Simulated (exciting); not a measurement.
Consider NaMgF3, space group Pm-3m.

```xyz
5
Lattice="3.9508 0.0000 0.0000 0.0000 3.9508 0.0000 0.0000 0.0000 3.9508" Properties=species:S:1:pos:R:3 pbc="T T T"
Mg    1.9754    1.9754    1.9754
Na    0.0000    0.0000    0.0000
F     0.0000    1.9754    1.9754
F     1.9754    0.0000    1.9754
F     1.9754    1.9754    0.0000
```

Absorber: atom 3, with 2 Mg at 1.98 Å (linear, site symmetry 4/mmm). Method: exciting, all-electron LAPW+lo, LDA, exchange and screened direct term (singlet BSE), 4×4×4 shifted k points, 23 conduction bands, |G+q| up to 3 bohr⁻¹, full RPA screening with nempty = 47, Lorentzian half width 0.45 eV.

Question: Predict the F K near-edge structure at this level.

Bound core exciton? Yes on this mesh: the first bright state (over 5 % of the brightest) lies at -0.84 eV from the Kohn–Sham onset and at -1.18 eV from the lowest bare transition of its own mesh; weaker or dark states reach down to -1.91 eV. Maxima (height): -0.2 eV (1.00), 1.9 eV (0.78), 3.3 eV (0.89), 7.8 eV (0.36) and 16.0 eV (0.27).

Energy from the Kohn–Sham onset, core level to the lowest empty state found on the meshes used; Im ε in relative units:

```
E (eV)  Im ε
  -5.0  0.02
  -4.5  0.03
  -4.0  0.03
  -3.5  0.04
  -3.0  0.06
  -2.5  0.08
  -2.0  0.13
  -1.5  0.23
  -1.0  0.55
  -0.5  0.89
   0.0  0.98
   0.5  0.74
   1.0  0.70
   1.5  0.73
   2.0  0.78
   2.5  0.71
   3.0  0.81
   3.5  0.87
   4.0  0.76
   4.5  0.74
   5.0  0.73
   5.5  0.60
   6.0  0.47
   6.5  0.43
   7.0  0.37
   7.5  0.35
   8.0  0.35
   8.5  0.27
   9.0  0.20
   9.5  0.15
  10.0  0.13
  10.5  0.14
  11.0  0.13
  11.5  0.11
  12.0  0.11
  12.5  0.12
  13.0  0.15
  13.5  0.20
  14.0  0.20
  14.5  0.22
  15.0  0.26
  15.5  0.26
  16.0  0.27
  16.5  0.26
  17.0  0.24
  17.5  0.21
  18.0  0.16
  18.5  0.14
  19.0  0.14
  19.5  0.13
  20.0  0.11
  20.5  0.10
```

Binding energies aren't converged on 64 k points, and fine structure above the first lines is partly noise of the mesh. Exchange and the short-range direct term aren't converged in the kernel cutoff. The zero comes from the unshifted 4×4×4 ground-state mesh; it is exact only where the band minimum lies on that mesh. The Kohn–Sham onset, 652 eV, is no photon energy: the scale needs a rigid shift. No quasiparticle correction widens the gap or stretches the bands. Vibrations and energy-dependent lifetimes are left out. The structure is a Materials Project entry, computed there, and may be a hypothetical form.

[Banner, clock and machine lines of the logs are left out without a mark of their own.]

[Logs are printed without paths, hosts, clocks, repeated set-up lines and the standing remarks that a program may print on its own settings, such as how far it seeks lower states.]

[Hosts, paths, dates, database ids (printed as entryN), source tags and the programs' standing remarks are cut or masked in the printed files.]
